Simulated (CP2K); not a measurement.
Consider methanethiol at its PBE geometry (Å).

```xyz
6

C    -0.4950   -0.0167    0.0104
S     1.1316    0.7993   -0.1027
H    -0.6195   -0.5325    0.9694
H    -1.2408    0.7846   -0.0547
H    -0.6553   -0.7132   -0.8202
H     1.8791   -0.3215   -0.0022
```

Method: CP2K XAS_TDP, all-electron GAPW, PBEh(45%), aug-cc-pVTZ, TDA, no relativity.

Q: Predict the bright core excitations at the C K edge.

Leading lines: C1 283.40 eV. The leading line of an atom is its first one with 35 % of the strongest within 2.5 eV of its lowest line over the strength cut. 

The first six lines of each atom with a strength over 0.0015:

```
                    atom  energy (eV)  states  strength, one atom
C1 (bonded to S and 3 H)       283.40       1              0.0347
                               284.12       1              0.0130
                               285.00       1              0.0214
                               285.04       1              0.0238
                               285.23       1              0.0075
                               286.25       1              0.0035
```

Lines are vertical, at one geometry, with no vibrational structure. Without a correction of the core level, line positions, and the gaps between valence and Rydberg lines, follow the share of exact exchange. At this level such K lines come out 3 to 6 eV under measured ones. These values hold no scalar relativity, about 0.1 eV for C 1s. Rydberg lines, and the discretised continuum above threshold, depend on the basis and the box.

[Banner, clock and machine lines of the logs are left out without a mark of their own.]

[Logs are printed without paths, hosts, clocks, repeated set-up lines and the standing remarks that a program may print on its own settings, such as how far it seeks lower states.]

[Hosts, paths, dates, database ids (printed as entryN), source tags and the programs' standing remarks are cut or masked in the printed files.]
